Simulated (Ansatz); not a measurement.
# Direct or indirect: NaI (Fm-3m)

```
I Na
1.0
     0.00000    3.23640    3.23640
     3.23640    0.00000    3.23640
     3.23640    3.23640    0.00000
I Na
1 1
Direct
  0.50000 0.50000 0.50000
  0.00000 0.00000 0.00000
```

Method: Ansatz, PBE, independent particles, without spin-orbit coupling, line width 0.15 eV (Gaussian). The band structure gives a fundamental gap of 3.64 eV. The spectrum of vertical transitions near the edge:

```
E (eV)  Im ε, E ∥ xyz
  3.18           0.00
  3.30           0.00
  3.42           0.00
  3.54           0.04
  3.66           0.17
  3.78           0.35
  3.90           0.51
  4.02           0.62
  4.14           0.72
  4.26           0.80
  4.38           0.88
  4.50           0.97
  4.62           1.05
  4.74           1.15
  4.86           1.28
```

Is the gap direct or indirect, and about where do vertical transitions set in?

Direct: the band path has its least direct gap at the fundamental one, 3.64 eV, and the curves rise from there. Lines are broadened by 0.15 eV, which spreads the edge.

[Logs are printed without paths, hosts, clocks, repeated set-up lines and the standing remarks that a program may print on its own settings, such as how far it seeks lower states.]
